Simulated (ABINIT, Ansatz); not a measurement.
An input for ABINIT 10.8.3 (KRb2BiF6 (Fm-3m)):

```
acell 3*1.0 Angstrom
rprim 
  -0.000000000000 4.684500000000 4.684500000000
  4.684500000000 -0.000000000000 4.684500000000
  4.684500000000 4.684500000000 -0.000000000000
ntypat 4
znucl 19 37 83 9
natom 10
typat 1 2 2 3 4 4 4 4 4 4
xred 
  0.500000000000 0.500000000000 0.500000000000
  0.250000000000 0.250000000000 0.250000000000
  0.750000000000 0.750000000000 0.750000000000
  -0.000000000000 0.000000000000 -0.000000000000
  0.765000000000 0.235000000000 0.235000000000
  0.235000000000 0.765000000000 0.235000000000
  0.235000000000 0.765000000000 0.765000000000
  0.765000000000 0.235000000000 0.765000000000
  0.235000000000 0.235000000000 0.765000000000
  0.765000000000 0.765000000000 0.235000000000
pp_dirpath "pseudos"
pseudos "K.upf, Rb.upf, Bi.upf, F.upf"
ecut 36
ngkpt 2 2 2
nshiftk 1
shiftk 0 0 0
kptopt 1
chksymbreak 0
istwfk *1
occopt 1
irdwfk 1
optdriver 4
nband 104
gwcalctyp 0
ecutsigx 36
symsigma 1
nkptgw 2
kptgw 
  0.5000000000 0.0000000000 0.0000000000
  0.0000000000 0.0000000000 0.0000000000
bdgw 
  45 49
  43 50
ecuteps 2.8
irdscr 1
ppmodel 1
indata_prefix "in"
outdata_prefix "out"
tmpdata_prefix "tmp"
```

```sh
OMP_NUM_THREADS=1 mpirun -n 8 abinit run.abi > log
```

**Question.** Estimate wall time and host memory on 8 MPI ranks of Arm Neoverse N1, shared host.

It took 25 s; on shared hardware allow 12 s to 49 s. Peak host memory was 3.9 GiB.

[Paths, hosts, dates, memory and timing lines, banners, echoed tables and standing remarks are left out of the program output.]

[Logs are printed without paths, hosts, clocks, repeated set-up lines and the standing remarks that a program may print on its own settings, such as how far it seeks lower states.]

[Runs of the session that timed out or met a known fault of the program may be left out.]

[Hosts, paths, dates, database ids (printed as entryN), source tags and the programs' standing remarks are cut or masked in the printed files.]

[G0W0 gaps are taken among the corrected bands and points alone; a level outside them can change the order at an edge.]

[Where Ansatz stands beside ABINIT at settings called matched, ABINIT's density can come from a denser mesh and the files from another edition; pairs whose starting gaps differed by over 0.03 eV were left out, so agreement reads better than it is.]
